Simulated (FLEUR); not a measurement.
# NiO: parallel and opposed starts

Wanted: the moments of NiO and the energy of each order that was tried.

Method: PBE with U = 6 eV on Ni d; all-electron FLAPW, Dirac cores, scalar-relativistic bands, in FLEUR MaX-R8.1.

### 1. The starting structure

Symmetry: Fm-3m, No. 225, cubic system. The conventional cell has a = 4.172 Å, b = 4.172 Å, c = 4.172 Å, α = 90.00°, β = 90.00°, γ = 90.00°. Ni has 6 O at 2.09 Å nearest. Nearest to O lie 6 Ni at 2.09 Å. Farther neighbours and most contacts between anions are not listed.

Structure file:

```cif
data_structure
_symmetry_space_group_name_H-M 'Fm-3m'
_symmetry_Int_Tables_number 225
_cell_length_a 4.1718
_cell_length_b 4.1718
_cell_length_c 4.1718
_cell_angle_alpha 90.000
_cell_angle_beta 90.000
_cell_angle_gamma 90.000
_cell_volume 72.61
loop_
_atom_site_label
_atom_site_type_symbol
_atom_site_symmetry_multiplicity
_atom_site_Wyckoff_symbol
_atom_site_fract_x
_atom_site_fract_y
_atom_site_fract_z
_atom_site_occupancy
Ni1 Ni 4 a 0.00000 0.00000 0.00000 1
O1 O 4 b 0.50000 0.00000 0.00000 1
```

Steps with spin–orbit coupling that held too few empty states are left out.

### 2. Order 1, typed as ferro +

The parallel start is the test of whether parallel moments hold. A Hubbard U acts on the open shell, since semilocal functionals spread its electrons too much.

inpgen writes inp.xml from crystal.txt; cutoffs, mixing, functional, smearing and local orbitals are then set in the file. The k list default-1 (kpts.xml, not shown) is a Γ-centred 12×12×12 mesh; where the ranks do not divide the number of points, some are split in two of half the weight.

Input file inp.xml:

```
<?xml version="1.0" encoding="UTF-8" standalone="no"?>
<fleurInput fleurInputVersion="0.39">
   <comment>
      NiO
   </comment>
   <calculationSetup>
      <cutoffs Kmax="4.32" Gmax="13.0" GmaxXC="13.0" numbands="0"/>
      <scfLoop itmax="120" minDistance="0.0001" maxIterBroyd="15" imix="Anderson" alpha="0.05" precondParam="0.0" spinf="2.0" sdNocoIR="T"/>
      <coreElectrons ctail="T" frcor="F" kcrel="0" coretail_lmax="0"/>
      <xcFunctional name="pbe" relativisticCorrections="F"/>
      <magnetism jspins="2"/>
      <soc l_soc="F" theta="0.0" phi="0.0" spav="F"/>
      <expertModes spex="0" secvar="F"/>
      <geometryOptimization l_f="F" forcealpha="1.0" forcemix="BFGS" epsdisp="0.00001" epsforce="0.00001"/>
      <ldaU l_linMix="F" mixParam="0.05" spinf="1.0"/>
   </calculationSetup>
   <cell>
      <bzIntegration valenceElectrons="24.0" mode="hist" fermiSmearingEnergy="0.00367493">
         <kPointListSelection listName="default-1"/>
         <xi:include xmlns:xi="http://www.w3.org/2001/XInclude" href="kpts.xml"> </xi:include>
      </bzIntegration>
      <xi:include xmlns:xi="http://www.w3.org/2001/XInclude" href="sym.xml"> </xi:include>
      <bulkLattice scale="1.0">
         <bravaisMatrix>
            <row-1>    0.0000000000000000     3.9417828250996005     3.9417828250996005</row-1>
            <row-2>    3.9417828250996005     0.0000000000000000     3.9417828250996005</row-2>
            <row-3>    3.9417828250996005     3.9417828250996005     0.0000000000000000</row-3>
         </bravaisMatrix>
      </bulkLattice>
   </cell>
   <atomSpecies>
      <species name="Nickel (Ni2.000" element="Ni" atomicNumber="28">
         <mtSphere radius="2.46" gridPoints="813" logIncrement="0.015"/>
         <atomicCutoffs lmax="10" lnonsphr="8"/>
         <electronConfig flipSpins="F">
            <coreConfig>(1s1/2) (2s1/2) (2p1/2) (2p3/2)</coreConfig>
            <valenceConfig>(3s1/2) (3p1/2) (3p3/2) (4s1/2) (3d3/2) (3d5/2)</valenceConfig>
            <stateOccupation state="(3d3/2)" spinUp="2.0" spinDown="1.2"/>
            <stateOccupation state="(3d5/2)" spinUp="3.0" spinDown="1.8"/>
         </electronConfig>
         <energyParameters s="4" p="4" d="3" f="4"/>
         <ldaU l="2" U="6.0" J="0.0" l_amf="F"/>
         <lo type="SCLO" l="0" n="3" eDeriv="0"/>
         <lo type="SCLO" l="1" n="3" eDeriv="0"/>
      </species>
      <species name="Oxygen (O)" element="O" atomicNumber="8">
         <mtSphere radius="1.39" gridPoints="461" logIncrement="0.023"/>
         <atomicCutoffs lmax="6" lnonsphr="4"/>
         <electronConfig flipSpins="F">
            <coreConfig>(1s1/2)</coreConfig>
            <valenceConfig>(2s1/2) (2p1/2) (2p3/2)</valenceConfig>
            <stateOccupation state="(2p1/2)" spinUp="0.666667" spinDown="0.666667"/>
            <stateOccupation state="(2p3/2)" spinUp="1.333333" spinDown="1.333333"/>
         </electronConfig>
         <energyParameters s="2" p="2" d="3" f="4"/>
      </species>
   </atomSpecies>
   <atomGroups>
      <atomGroup species="Nickel (Ni2.000">
         <relPos label="                   1">.0000000000 .0000000000 .0000000000</relPos>
         <force calculate="T" relaxXYZ="TTT"/>
      </atomGroup>
      <atomGroup species="Oxygen (O)">
         <relPos label="                   2">1.000/2.000 1.000/2.000 1.000/2.000</relPos>
         <force calculate="T" relaxXYZ="TTT"/>
      </atomGroup>
   </atomGroups>
   <output dos="F" band="F" slice="F">
      <bandDOS minEnergy="-.5*Htr" maxEnergy="0.5*Htr" sigma="0.015" storeEVData="T"/>
      <plotting iplot="0" polar="F">
         <plot TwoD="T" vec1="  1.0  0.0  0.0" vec2="  0.0  1.0  0.0" vec3="  0.0  0.0  1.0" zero="  0.0  0.0  0.0" file="plot"/>
      </plotting>
      <moessbauerParams electricFieldGradient="F" isomerShift="F" coreHyperfine="F" valenceHyperfine="F"/>
   </output>
</fleurInput>
```

Input file crystal.txt:

```
NiO
&input film=F cartesian=F /
0.00000000000  2.08590164140  2.08590164140
2.08590164140  0.00000000000  2.08590164140
2.08590164140  2.08590164140  0.00000000000
1.8897261246
1.0 1.0 1.0

2
28 0.00000000000  0.00000000000  0.00000000000 : 2.000
8 0.50000000000  0.50000000000  0.50000000000

&kpt div1=12 div2=12 div3=12 gamma=T /
```

On the command line:

```console
$ OMP_NUM_THREADS=1 inpgen -f crystal.txt > inpgen.log  # inp.xml is then edited as shown
$ OMP_NUM_THREADS=1 mpirun -n 2 fleur_MPI > fleur.log
```

What it wrote:

```text
Welcome to FLEUR        (www.flapw.de)
      MaX-Release 8.1          (www.max-centre.eu)

 ========== k-point set info ==========
 Selected k-point list: default-1
 k-point list type: mesh
 12 x 12 x 12
 Number of k points: 72

 ------------Calculation Setup---------------------------
 Number of MPI-tasks      :            2
 Number of PE/node        :            2
 Number of OMP-threads    :            1
 k-points in parallel     :            2
 pe's per k-point         :            1
 No of k-point loops      :           36
 Eigenvalue solver        :       lapack
 Number of basis functions:          188
 Approximate size of matrices (H+S) per k-point:         0.001 GB
 --------------------------------------------------------
 no density matrix found ... skipping LDA+U
 Reset of history
 Iteration:     1   Distance:      28.86273012 me/bohr^3
 Iteration:     2   Distance:      39.24889167 me/bohr^3
 Iteration:     3   Distance:      36.52667917 me/bohr^3
 Iteration:     4   Distance:      20.11461622 me/bohr^3
 Iteration:     5   Distance:       9.56611809 me/bohr^3
 Iteration:     6   Distance:       8.80390004 me/bohr^3
 Iteration:     7   Distance:       1.59585616 me/bohr^3
 Iteration:     8   Distance:       1.28617703 me/bohr^3
 Iteration:     9   Distance:       0.34365419 me/bohr^3
 Iteration:    10   Distance:       0.34470752 me/bohr^3
 Iteration:    11   Distance:       0.09741056 me/bohr^3
 Iteration:    12   Distance:       0.08004781 me/bohr^3
 Iteration:    13   Distance:       0.00853376 me/bohr^3
 Iteration:    14   Distance:       0.00391146 me/bohr^3
 Iteration:    15   Distance:       0.00143910 me/bohr^3
 Iteration:    16   Distance:       0.00065902 me/bohr^3
 Iteration:    17   Distance:       0.00062488 me/bohr^3
 Iteration:    18   Distance:       0.00044758 me/bohr^3
 Iteration:    19   Distance:       0.00006807 me/bohr^3

 ********************************************************************
 Run finished successfully
 Stop message:
   all done
 ********************************************************************

--- out.xml (last complete iteration) ---
<iteration numberForCurrentRun="   19" overallNumber="   19">
         [... left out ...]
         <bandgap value="2.4016498079" units="eV"/>
         <sumValenceSingleParticleEnergies value="-17.8251692964" units="Htr"/>
         <FermiEnergy value="0.2938762876" units="Htr"/>
         <valenceDensity>
            <mtCharges spin="1">
               <mtCharge atomType="1" total="9.5564577" s="1.2019669" p="3.2570236" d="5.0144974" f="0.0577017"/>
               <mtCharge atomType="2" total="2.3218651" s="0.6959289" p="1.6218655" d="0.0035158" f="0.0004612"/>
            </mtCharges>
            <mtCharges spin="2">
               <mtCharge atomType="1" total="7.7672457" s="1.1892974" p="3.2424659" d="3.2584662" f="0.0544026"/>
               <mtCharge atomType="2" total="2.1437748" s="0.6756839" p="1.4657418" d="0.0019550" f="0.0003286"/>
            </mtCharges>
            <spinDependentCharge spin="1" total="13.0000000" interstitial="1.1216772" mtSpheres="11.8783228"/>
            <spinDependentCharge spin="2" total="11.0000000" interstitial="1.0889795" mtSpheres="9.9110205"/>
            <totalCharge value="24.0000000000"/>
         </valenceDensity>
         [... left out ...]
         <allElectronCharges>
            <spinDependentCharge spin="1" total="19.0000000" interstitial="1.1216777" mtSpheres="17.8783223"/>
            <spinDependentCharge spin="2" total="17.0000000" interstitial="1.0889800" mtSpheres="15.9110200"/>
            <totalCharge value="35.9999999994"/>
         </allElectronCharges>
         <magneticMomentsInMTSpheres units="muBohr">
            <globalMagMoment atomType="1" vec="0.00000   0.00000   1.78921"/>
            <localMagMoment atomType="1" vec="0.00000   0.00000   1.78921"/>
            <globalMagMoment atomType="2" vec="0.00000   0.00000   0.17809"/>
            <localMagMoment atomType="2" vec="0.00000   0.00000   0.17809"/>
         </magneticMomentsInMTSpheres>
         <moessbauerParams unitsHFF="kG" unitsIS="e/bohr^3" unitsEFG="Htr/bohr^2">
         </moessbauerParams>
         <totalEnergy value="    -1595.9964078663" units="Htr">
            <sumOfEigenvalues value="     -910.1844327529">
               <coreElectrons value="-892.3592634565"/>
               <valenceElectrons value="-17.8251692964"/>
            </sumOfEigenvalues>
            <densityCoulombPotentialIntegral value="-2435.8922247003"/>
            <densityEffectivePotentialIntegral value="-2529.5572120301"/>
            <chargeDenXCDenIntegral value="-72.1876935520"/>
            <FockExchangeEnergyValence value="0.0000000000"/>
            <FockExchangeEnergyCore value="0.0000000000"/>
            <atomTypeDependentContributions atomType="1">
               <electronNucleiInteractionDifferentMTs value="1826.0024719282"/>
               <MadelungTerm value="-8.6647601616"/>
            </atomTypeDependentContributions>
            <atomTypeDependentContributions atomType="2">
               <electronNucleiInteractionDifferentMTs value="86.2498537461"/>
               <MadelungTerm value="-5.1956899419"/>
            </atomTypeDependentContributions>
            <dftUCorrection value="-0.8773945365"/>
            <tkbTimesEntropy value="0.0000000000"/>
            <freeEnergy value="-1595.9964078663"/>
            <extrapolationTo0K value="-1595.9964078663"/>
         </totalEnergy>
         <ldaUDensityMatrix>
            <densityMatrixFor spin="1" atomType="1" uIndex="1" l="2" U="6.00000000" J="0.00000000">
               (+1.00788,+0.00000) (+0.00000,+0.00000) (+0.00000,+0.00000) (+0.00000,+0.00000) (+0.02491,+0.00000)
               (+0.00000,+0.00000) (+0.98297,+0.00000) (+0.00000,+0.00000) (+0.00000,+0.00000) (+0.00000,+0.00000)
               (+0.00000,+0.00000) (+0.00000,+0.00000) (+1.03280,+0.00000) (+0.00000,+0.00000) (+0.00000,+0.00000)
               (+0.00000,+0.00000) (+0.00000,+0.00000) (+0.00000,+0.00000) (+0.98297,+0.00000) (+0.00000,+0.00000)
               (+0.02491,+0.00000) (+0.00000,+0.00000) (+0.00000,+0.00000) (+0.00000,+0.00000) (+1.00788,+0.00000)
            </densityMatrixFor>
            <densityMatrixFor spin="2" atomType="1" uIndex="1" l="2" U="6.00000000" J="0.00000000">
               (+0.56990,+0.00000) (+0.00000,+0.00000) (+0.00000,+0.00000) (+0.00000,+0.00000) (-0.40897,+0.00000)
               (+0.00000,+0.00000) (+0.97887,+0.00000) (+0.00000,+0.00000) (+0.00000,+0.00000) (+0.00000,+0.00000)
               (+0.00000,+0.00000) (+0.00000,+0.00000) (+0.16093,+0.00000) (+0.00000,+0.00000) (+0.00000,+0.00000)
               (+0.00000,+0.00000) (+0.00000,+0.00000) (+0.00000,+0.00000) (+0.97887,+0.00000) (+0.00000,+0.00000)
               (-0.40897,+0.00000) (+0.00000,+0.00000) (+0.00000,+0.00000) (+0.00000,+0.00000) (+0.56990,+0.00000)
            </densityMatrixFor>
         </ldaUDensityMatrix>
         <ldaUDensityMatrixConvergence>
            <distance spin="1" distance="0.000000"/>
            <distance spin="2" distance="0.000000"/>
         </ldaUDensityMatrixConvergence>
         <densityConvergence units="me/bohr^3">
            <chargeDensity spin="1" distance="0.0000337148"/>
            <chargeDensity spin="2" distance="0.0000496640"/>
            <overallChargeDensity distance="0.0000680745"/>
            <spinDensity distance="0.0000507176"/>
         </densityConvergence>
      </iteration>
```

Wall time 18 s (2 MPI ranks of Intel Xeon 6975P-C (Granite Rapids), shared host); peak memory 0.16 GiB.

Read from the output:

| Property | Result |
| --- | --- |
| free energy | -43429.2747 eV |
| program's band gap on this mesh (in a metal only a level spacing) | 2.402 eV |
| magnetization | 2 μB |
| final state | ferromagnetic |
| largest moment | 1.789 μB |

After 19 cycles the largest moment stands at 1.79 μB.

(Part 1 of 2 ends here.)

[Logs and program files are shortened in this print: banners, set-up blocks, solver, clock and traceback lines can be left out without a mark of their own.]

[Logs are printed without paths, hosts, clocks, repeated set-up lines and the standing remarks that a program may print on its own settings, such as how far it seeks lower states.]

[Hosts, paths, dates, database ids (printed as entryN), source tags and the programs' standing remarks are cut or masked in the printed files.]

[Where a cell is said to come from a database of computed structures, the database is the Materials Project.]
